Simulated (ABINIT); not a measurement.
**Beyond one shot: TiO2 (Anatase)**

Aim: iterate the self-energy on TiO2 (Anatase) and follow the gap from cycle to cycle.

Calculated with ABINIT 10.8.3; PBE and many-body steps on it, plane waves.

**Experimental background.**

- Gap 3.2 eV: optical gap from Kubelka-Munk analysis; UV-vis diffuse reflectance; powder (commercial anatase powder, bare and with 0.1 wt% metal loading, all similar) (“Insight into the Roles of Metal Loading on CO2 Photocatalytic Reduction Behaviors of TiO2”, 2022, pmc:8839550).

- Gap 3.3 eV: optical gap from absorption; UV-vis absorption; film (pristine sol-gel film on ITO) (“Hydrogen induced interface engineering in Fe2O3–TiO2 heterostructures for efficient charge separation for solar-driven water oxidation in photoelectrochemical cells”, 2021, pmc:8694353).

- Gap 3.87 eV: direct optical gap from Tauc plot; UV-vis absorption, Tauc plot; film (thin TiO2 layer grown by atomic layer deposition) (“Development of 2-in-1 Sensors for the Safety Assessment of Lithium-Ion Batteries via Early Detection of Vapors Produced by Electrolyte Solvents”, 2023, pmc:10251352).

- Gap 3.98 eV: direct quasiparticle gap around Gamma; experiment quoted from earlier work; bulk crystal (anatase, value from earlier experiment) (quoted in “Giant exciton Mott density in anatase TiO2”, 2020, arxiv:2007.10051).

- Gap 3.17 eV: gap from valence band edge and flat band potential; valence-band XPS and Mott-Schottky plots; film (“Enhancement of Titania Photoanode Performance by Sandwiching Copper between Two Titania Layers”, 2020, pmc:7579609).

This is a selection; 13 further reports are not listed.

## Step 1: The starting structure

The structure is tetragonal, space group I4_1/amd (No. 141). Conventional cell: a = 3.784 Å, b = 3.784 Å, c = 9.515 Å, α = 90.00°, β = 90.00°, γ = 90.00°. Nearest to Ti lie 6 O at 1.93 to 1.98 Å. Nearest to O lie 3 Ti at 1.93 to 1.98 Å. Farther neighbours and most contacts between anions are not listed.

The cell and positions come from the Crystallography Open Database and are kept as given unless a step says otherwise.

## Step 2: Empty states on the mesh, 4×4×4 mesh, 116 bands

This step: ABINIT 10.8.3; DFT, PBE, plane waves, norm-conserving pseudopotentials.

The sums over transitions need many empty states on a uniform mesh; this step solves for them.

Contents of run.abi:

```
acell 3*1.0 Angstrom
rprim 
  -1.892100000000 1.892100000000 4.757300000000
  1.892100000000 -1.892100000000 4.757300000000
  1.892100000000 1.892100000000 -4.757300000000
ntypat 2
znucl 22 8
natom 6
typat 1 1 2 2 2 2
xred 
  0.000000000000 0.000000000000 0.000000000000
  0.750000000000 0.250000000000 0.500000000000
  0.208100000000 0.208100000000 0.000000000000
  0.958100000000 0.458100000000 0.500000000000
  0.541900000000 0.041900000000 0.500000000000
  0.791900000000 0.791900000000 0.000000000000
pp_dirpath "pseudos"
pseudos "Ti.upf, O.upf"
ecut 38
ngkpt 4 4 4
nshiftk 1
shiftk 0 0 0
kptopt 1
chksymbreak 0
iscf -2
irdden 1
istwfk *1
nband 116
nbdbuf 10
tolwfr 1e-09
nstep 60
prtvol 0
indata_prefix "in"
outdata_prefix "out"
tmpdata_prefix "tmp"
```

Command:

```bash
$ OMP_NUM_THREADS=1 mpirun -n 8 abinit run.abi > log
```

Numbers of over 12 decimals in the logs are rounded to 6 here.

What it wrote:

```text
.Version 10.8.3 of ABINIT. v10.8.2 released Aug 2026.

 Symmetries : space group I4_1/a m d (#141); Bravais tI (body-center tetrag.)
[... echo of the input left out ...]
== DATASET  1 ==================================================================
-   mpi_nproc: 8, omp_nthreads: 1 (-1 if OMP is not activated)
-    --> not optimal distribution: autoparal keyword recommended in input file <--

--- !DatasetInfo
iteration_state: {dtset: 1, }
dimensions: {natom: 6, nkpt: 13, mband: 116, nsppol: 1, nspinor: 1, nspden: 1, mpw: 5174, }
[...]
2.07360    2.07360    2.09849    2.09849    2.13804    2.20922    2.23934    2.25230
   2.25735    2.25735    2.26650    2.26650    2.28666    2.32165    2.32499    2.35568
   2.35572    2.36383    2.38831    2.39071
 prteigrs : prtvol=0 or 1, do not print more k-points.

== END DATASET(S) ==============================================================
================================================================================

 -outvars: echo values of variables after computation  --------
            nband         116
             nkpt          13
          spgroup         141
 [... the other variables as echoed above ...]

 Calculation completed.
```

The job ended after 43 s (8 MPI ranks of Arm Neoverse V2, shared host; peak memory 0.77 GiB; 5.7 min of CPU time).

Numbers from this step:

| Property | Result |
| --- | --- |
| gap | 2.189 eV |
| k of the valence top | 0.5, 0.5, 0 |
| k of the conduction bottom | 0, 0, 0 |
| least direct gap | 2.492 eV |
| k points computed | 13 |
| lowest point of the top converged band, above the valence top | 56.3774 eV |

On this mesh the gap is 2.189 eV.

The density comes from a self-consistent run that is not shown.

## Step 3: Screening, 4×4×4 mesh, 106 bands, screening to 130.6 eV

The RPA dielectric matrix is built and inverted for each q.

This step: RPA screening on PBE, plane waves, norm-conserving pseudopotentials.

run.abi: that of step 2 with these lines changed.

```diff
@@ -24,10 +24,11 @@
 chksymbreak 0
-iscf -2
-irdden 1
 istwfk *1
-nband 116
-nbdbuf 10
-tolwfr 1e-09
-nstep 60
-prtvol 0
+occopt 1
+irdwfk 1
+optdriver 3
+nband 106
+ecuteps 4.8
+inclvkb 2
+awtr 1
+symchi 1
 indata_prefix "in"
@@ -35 +36,2 @@
 tmpdata_prefix "tmp"
+gwmem 10
```

Command:

```bash
$ OMP_NUM_THREADS=2 mpirun -n 4 abinit run.abi > log
```

What it wrote:

```text
.Version 10.8.3 of ABINIT. v10.8.2 released Aug 2026.

 Symmetries : space group I4_1/a m d (#141); Bravais tI (body-center tetrag.)
[... echo of the input left out ...]
== DATASET  1 ==================================================================
-   mpi_nproc: 4, omp_nthreads: 2 (-1 if OMP is not activated)

--- !DatasetInfo
iteration_state: {dtset: 1, }
dimensions: {natom: 6, nkpt: 13, mband: 106, nsppol: 1, nspinor: 1, nspden: 1, mpw: 5174, }
cutoff_energies: {ecut:  38.0, pawecutdg:  -1.0, }
electrons: {nelect:   4.80000000E+01, charge:   0.00000000E+00, occopt:   1.00000000E+00, tsmear:   1.00000000E-02, }

 SCREENING: Calculation of the susceptibility and dielectric matrices

 Based on a program developped by R.W. Godby, V. Olevano, G. Onida, and L. Reining.
 Incorporated in ABINIT by V. Olevano, G.-M. Rignanese, and M. Torrent.
.Using double precision arithmetic ; gwpc =  8

[... cell and pseudopotentials left out ...]
--------------------------------------------------------------------------------

 ==== K-mesh for the wavefunctions ====
 Number of points in the irreducible wedge :    13
[... list of points left out ...]
 Together with 16 symmetry operations and time-reversal symmetry
 yields    64 points in the full Brillouin Zone.

 ==== Q-mesh for the screening function ====
 Number of points in the irreducible wedge :    13
[... list of points left out ...]
 Together with 16 symmetry operations and time-reversal symmetry
 yields    64 points in the full Brillouin Zone.

 setmesh: FFT mesh size selected  =    72x   72x   72
          total number of points  =       373248

 vcoul_init : cutoff-mode = AUXILIARY_FUNCTION
 q-points for optical limit:   1
     1)      0.000010    0.000020    0.000030

- screening: taking advantage of time-reversal symmetry
- Maximum band index for partially occupied states nbvw = 24
- Remaining bands to be divided among processors   nbcw = 82
- Number of bands treated by each node ~20

 Number of electrons calculated from density =   48.0000; Expected =   48.0000
 average of density, n =  0.104409
 r_s =    1.3174
 omega_plasma =   31.1690 [eV]

 calculating chi0 at frequencies [eV] :
  1    0.000000E+00    0.000000E+00
  2    0.000000E+00    3.116905E+01

--------------------------------------------------------------------------------
  q-point number  1        q = ( 0.000000, 0.000000, 0.000000) [r.l.u.]
--------------------------------------------------------------------------------
[... chi0 elements left out ...]
 For q-point:  0.000010 0.000020 0.000030
  dielectric constant =   6.6843
  dielectric constant without local fields =   7.0367

  Average fulfillment of the sum rule on Im[epsilon] for q-point    1 :     52.62  [%]
[... wings left out ...]
  q-point number  2        q = ( 0.250000, 0.000000, 0.000000) [r.l.u.]
--------------------------------------------------------------------------------
[... chi0 elements left out ...]
  Average fulfillment of the sum rule on Im[epsilon] for q-point    2 :     63.59  [%]

 [... 11 further q-points ...]
```

The job ended after 24 min (4 MPI ranks; peak memory 1.2 GiB).

This step gave:

| Quantity | Value |
| --- | --- |
| ε∞ with local fields, on this mesh, along the program's q direction | 6.684 |
| the same without local fields | 7.037 |
| plasma frequency | 31.17 eV |
| plane waves in the screening matrix | 213 |

Local fields lower ε∞ by 5 %.

## Step 4: G0W0

The self-energy is evaluated for the states that the input lists, and the levels follow from it, in one-shot runs by the linearised quasiparticle equation.

This step: G0W0 on PBE, plane waves, norm-conserving pseudopotentials.

run.abi: that of step 3 with these lines changed.

```diff
@@ -27,8 +27,19 @@
 irdwfk 1
-optdriver 3
+optdriver 4
 nband 106
+gwcalctyp 0
+ecutsigx 38
+symsigma 1
+nkptgw 3
+kptgw 
+  0.5000000000 0.5000000000 0.0000000000
+  0.0000000000 0.0000000000 0.0000000000
+  -0.2500000000 -0.2500000000 0.2500000000
+bdgw 
+  23 26
+  23 26
+  23 26
 ecuteps 4.8
-inclvkb 2
-awtr 1
-symchi 1
+irdscr 1
+ppmodel 1
 indata_prefix "in"
@@ -36,2 +47,2 @@
 tmpdata_prefix "tmp"
-gwmem 10
+gwmem 00
```

Command:

```bash
$ OMP_NUM_THREADS=1 mpirun -n 8 abinit run.abi > log
```

What it wrote:

```text
.Version 10.8.3 of ABINIT. v10.8.2 released Aug 2026.

 Symmetries : space group I4_1/a m d (#141); Bravais tI (body-center tetrag.)
[... echo of the input left out ...]
== DATASET  1 ==================================================================
-   mpi_nproc: 8, omp_nthreads: 1 (-1 if OMP is not activated)

--- !DatasetInfo
iteration_state: {dtset: 1, }
dimensions: {natom: 6, nkpt: 13, mband: 106, nsppol: 1, nspinor: 1, nspden: 1, mpw: 5174, }
cutoff_energies: {ecut:  38.0, pawecutdg:  -1.0, }
electrons: {nelect:   4.80000000E+01, charge:   0.00000000E+00, occopt:   1.00000000E+00, tsmear:   1.00000000E-02, }

 SIGMA: Calculation of the GW corrections

 Based on a program developped by R.W. Godby, V. Olevano, G. Onida, and L. Reining.
 Incorporated in ABINIT by V. Olevano, G.-M. Rignanese, and M. Torrent.
.Using double precision arithmetic ; gwpc =  8

[... cell and pseudopotentials left out ...]
--------------------------------------------------------------------------------

 ==== K-mesh for the wavefunctions ====
 Number of points in the irreducible wedge :    13
[... list of points left out ...]
 Together with 16 symmetry operations and time-reversal symmetry
 yields    64 points in the full Brillouin Zone.

 ==== Q-mesh for screening function ====
 Number of points in the irreducible wedge :    13
[... list of points left out ...]
 Together with 16 symmetry operations and time-reversal symmetry
 yields    64 points in the full Brillouin Zone.

 vcoul_init : cutoff-mode = AUXILIARY_FUNCTION
 q-points for optical limit:   1
     1)      0.000010    0.000020    0.000030
 setmesh: FFT mesh size selected  =    72x   72x   72
          total number of points  =       373248

 Number of electrons calculated from density =   48.0000; Expected =   48.0000
 average of density, n =  0.104409
 r_s =    1.3174
 omega_plasma =   31.1690 [eV]

 === KS Band Gaps ===
  >>>> For spin  1
   Minimum direct gap =   2.4917 [eV], located at k-point      :  -0.2500 -0.2500  0.2500
   Fundamental gap    =   2.1887 [eV], Top of valence bands at :   0.5000  0.5000  0.0000
                                       Bottom of conduction at :   0.0000  0.0000  0.0000
 SIGMA fundamental parameters:
 PLASMON POLE MODEL  1
 number of plane-waves for SigmaX                 5117
 number of plane-waves for SigmaC and W            213
 number of plane-waves for wavefunctions          5117
 number of bands                                   106
 number of independent spin polarizations            1
 number of spinorial components                      1
 number of k-points in IBZ                          13
 number of q-points in IBZ                          13
 number of symmetry operations                      16
 number of k-points in BZ                           64
 number of q-points in BZ                           64
 number of frequencies for dSigma/dE                 9
 frequency step for dSigma/dE [eV]                0.25
 number of omega for Sigma on real axis              0
 max omega for Sigma on real axis  [eV]           0.00
 zcut for avoiding poles [eV]                     0.10

 EPSILON^-1 parameters (SCR file):
 dimension of the eps^-1 matrix on file            213
 dimension of the eps^-1 matrix used               213
 number of plane-waves for wavefunctions          5117
 number of bands                                   106
 number of q-points in IBZ                          13
 number of frequencies                               2
 number of real frequencies                          1
 number of imag frequencies                          1

 matrix elements of self-energy operator (all in [eV])

 Perturbative Calculation

--- !SelfEnergy_ee
iteration_state: {dtset: 1, }
kpoint     : [   0.500,    0.500,    0.000, ]
spin       : 1
KS_gap     :    3.429
QP_gap     :    5.200
Delta_QP_KS:    1.771
data: !SigmaeeData |
     Band     E0 <VxcDFT>   SigX SigC(E0)      Z dSigC/dE  Sig(E)    E-E0       E
       23   4.093 -20.082 -24.797   4.993   0.764  -0.308 -19.869   0.213   4.305
       24   4.093 -20.082 -24.797   4.993   0.764  -0.308 -19.869   0.213   4.305
       25   7.522 -21.007 -12.455  -5.978   0.771  -0.298 -19.023   1.984   9.506
       26   7.522 -21.007 -12.455  -5.978   0.771  -0.298 -19.023   1.984   9.506

--- !SelfEnergy_ee
iteration_state: {dtset: 1, }
kpoint     : [   0.000,    0.000,    0.000, ]
spin       : 1
KS_gap     :    2.617
QP_gap     :    4.218
Delta_QP_KS:    1.601
data: !SigmaeeData |
     Band     E0 <VxcDFT>   SigX SigC(E0)      Z dSigC/dE  Sig(E)    E-E0       E
       23   3.664 -19.550 -24.420   5.045   0.762  -0.312 -19.417   0.134   3.798
       24   3.664 -19.550 -24.420   5.045   0.762  -0.312 -19.417   0.134   3.798
[...]
--- !SelfEnergy_ee
iteration_state: {dtset: 1, }
kpoint     : [  -0.250,   -0.250,    0.250, ]
spin       : 1
KS_gap     :    2.492
QP_gap     :    4.051
Delta_QP_KS:    1.559
data: !SigmaeeData |
     Band     E0 <VxcDFT>   SigX SigC(E0)      Z dSigC/dE  Sig(E)    E-E0       E
[...]
24   3.893 -20.281 -24.945   4.927   0.766  -0.305 -20.079   0.202   4.095
       25   6.385 -19.488 -11.831  -5.414   0.785  -0.274 -17.727   1.761   8.145
       26   6.912 -20.310 -12.031  -5.837   0.777  -0.286 -18.411   1.898   8.810

== END DATASET(S) ==============================================================
================================================================================

 -outvars: echo values of variables after computation  --------
           etotal      0.0000000000E+00
            nband         106
             nkpt          13
          spgroup         141
 [... the other variables as echoed above ...]

 Calculation completed.
```

It took 24 s on 8 MPI ranks; peak memory 2.1 GiB.

This step gave:

```yaml
g0w0_gap_on_the_points_computed: 3.711 eV
starting_gap_on_the_mesh: 2.189 eV
k_of_the_valence_top: 0.5, 0.5, 0
k_of_the_conduction_bottom: 0, 0, 0
z_at_the_valence_top: 0.764
z_at_the_conduction_bottom: 0.786
least_direct_g0w0_gap_on_the_computed_points: 4.05 eV
```

The gap on the mesh goes from 2.19 eV to 3.71 eV, a correction of +1.52 eV.

## Step 5: evGW0, cycle 1

This step: evGW0 on PBE, plane waves, norm-conserving pseudopotentials.

run.abi: that of step 4 with these lines changed.

```diff
@@ -29,14 +29,34 @@
 nband 106
-gwcalctyp 0
+gwcalctyp 10
 ecutsigx 38
 symsigma 1
-nkptgw 3
+nkptgw 13
 kptgw 
+  0.0000000000 0.0000000000 0.0000000000
+  0.2500000000 0.0000000000 0.0000000000
+  0.5000000000 0.0000000000 0.0000000000
+  0.2500000000 0.2500000000 0.0000000000
+  0.5000000000 0.2500000000 0.0000000000
+  -0.2500000000 0.2500000000 0.0000000000
   0.5000000000 0.5000000000 0.0000000000
-  0.0000000000 0.0000000000 0.0000000000
+  0.2500000000 0.2500000000 0.2500000000
+  -0.2500000000 0.2500000000 0.2500000000
+  0.5000000000 0.5000000000 0.2500000000
+  -0.2500000000 0.5000000000 0.2500000000
   -0.2500000000 -0.2500000000 0.2500000000
+  0.5000000000 0.5000000000 0.5000000000
 bdgw 
-  23 26
-  23 26
-  23 26
+  13 30
+  13 30
+  13 30
+  13 30
+  13 30
+  13 30
+  13 30
+  13 30
+  13 30
+  13 30
+  13 30
+  13 30
+  13 30
 ecuteps 4.8
```

What it wrote:

```text
.Version 10.8.3 of ABINIT. v10.8.2 released Aug 2026.

 Symmetries : space group I4_1/a m d (#141); Bravais tI (body-center tetrag.)
[... echo of the input left out ...]
== DATASET  1 ==================================================================
-   mpi_nproc: 8, omp_nthreads: 1 (-1 if OMP is not activated)

--- !DatasetInfo
iteration_state: {dtset: 1, }
dimensions: {natom: 6, nkpt: 13, mband: 106, nsppol: 1, nspinor: 1, nspden: 1, mpw: 5174, }
cutoff_energies: {ecut:  38.0, pawecutdg:  -1.0, }
electrons: {nelect:   4.80000000E+01, charge:   0.00000000E+00, occopt:   1.00000000E+00, tsmear:   1.00000000E-02, }

 SIGMA: Calculation of the GW corrections

 Based on a program developped by R.W. Godby, V. Olevano, G. Onida, and L. Reining.
 Incorporated in ABINIT by V. Olevano, G.-M. Rignanese, and M. Torrent.
.Using double precision arithmetic ; gwpc =  8

[... cell and pseudopotentials left out ...]
--------------------------------------------------------------------------------

 ==== K-mesh for the wavefunctions ====
 Number of points in the irreducible wedge :    13
[... list of points left out ...]
 Together with 16 symmetry operations and time-reversal symmetry
 yields    64 points in the full Brillouin Zone.

 ==== Q-mesh for screening function ====
 Number of points in the irreducible wedge :    13
[... list of points left out ...]
 Together with 16 symmetry operations and time-reversal symmetry
 yields    64 points in the full Brillouin Zone.

 vcoul_init : cutoff-mode = AUXILIARY_FUNCTION
 q-points for optical limit:   1
     1)      0.000010    0.000020    0.000030
 setmesh: FFT mesh size selected  =    72x   72x   72
          total number of points  =       373248

 Number of electrons calculated from density =   48.0000; Expected =   48.0000
[...]
spin       : 1
KS_gap     :    2.492
QP_gap     :    4.051
Delta_QP_KS:    1.559
data: !SigmaeeData |
     Band     E_DFT   <VxcDFT>   E(N-1)  <Hhartree>   SigX  SigC[E(N-1)]    Z     dSigC/dE  Sig[E(N)]  DeltaE  E(N)_pert E(N)_diago
[...]
--- !SelfEnergy_ee
iteration_state: {dtset: 1, }
kpoint     : [   0.500,    0.500,    0.500, ]
spin       : 1
KS_gap     :    2.637
QP_gap     :    4.248
Delta_QP_KS:    1.611
data: !SigmaeeData |
     Band     E_DFT   <VxcDFT>   E(N-1)  <Hhartree>   SigX  SigC[E(N-1)]    Z     dSigC/dE  Sig[E(N)]  DeltaE  E(N)_pert E(N)_diago
[...]
29     8.412   -21.214     8.412    29.625   -13.653    -5.098     0.763    -0.310   -19.334     1.880    10.291    10.875
       30     8.412   -21.214     8.412    29.625   -13.653    -5.098     0.763    -0.310   -19.334     1.880    10.291    10.875

 New Fermi energy :        2.362609E-01 Ha ,    6.428986E+00 eV

 === QP Band Gaps ===
  >>>> For spin  1
   Minimum direct gap =   4.4711 [eV], located at k-point      :  -0.2500 -0.2500  0.2500
   Fundamental gap    =   4.1159 [eV], Top of valence bands at :   0.5000  0.5000  0.0000
                                       Bottom of conduction at :   0.0000  0.0000  0.0000

 writing QP data on file : out_QPS

 Convergence of QP corrections
 >>>>> For spin  1 <<<<<
.  kptgw no:  1; Maximum DeltaE = (  -0.130  -0.000) for band index: 18
.  kptgw no:  2; Maximum DeltaE = (  -0.082   0.001) for band index: 18
.  kptgw no:  3; Maximum DeltaE = (  -0.080   0.012) for band index: 16
[...]
.  kptgw no: 12; Maximum DeltaE = (  -0.237   0.001) for band index: 16
.  kptgw no: 13; Maximum DeltaE = (  -0.107   0.019) for band index: 16

== END DATASET(S) ==============================================================
================================================================================

 -outvars: echo values of variables after computation  --------
           etotal      0.0000000000E+00
            nband         106
             nkpt          13
          spgroup         141
 [... the other variables as echoed above ...]

 Calculation completed.
```

Run time: 10 min. Hardware: 8 MPI ranks; peak memory 2.9 GiB.

Numbers from this step:

```
quasiparticle gap on the mesh                         : 4.116 eV
gap of the density functional on the mesh             : 2.189 eV
k of the valence top                                  : 0.5, 0.5, 0
k of the conduction bottom                            : 0, 0, 0
Z at the valence top                                  : 0.764
Z at the conduction bottom                            : 0.786
least direct quasiparticle gap on the computed points : 4.472 eV
```

Against G0W0 in ABINIT (4×4×4 mesh, 106 bands, screening to 130.6 eV, Godby-Needs plasmon pole), the gap moves by +0.405 eV. This first cycle still uses the starting levels; it takes the full correction, at all points of the mesh, and its linearised value is 3.711 eV.

(Part 1 of 2 ends here.)

[Paths, hosts, dates, memory and timing lines, banners, echoed tables and standing remarks are left out of the program output.]

[Logs are printed without paths, hosts, clocks, repeated set-up lines and the standing remarks that a program may print on its own settings, such as how far it seeks lower states.]

[Runs of the session that timed out or met a known fault of the program may be left out.]

[Hosts, paths, dates, database ids (printed as entryN), source tags and the programs' standing remarks are cut or masked in the printed files.]

[G0W0 gaps are taken among the corrected bands and points alone; a level outside them can change the order at an edge.]

[Where Ansatz stands beside ABINIT at settings called matched, ABINIT's density can come from a denser mesh and the files from another edition; pairs whose starting gaps differed by over 0.03 eV were left out, so agreement reads better than it is.]
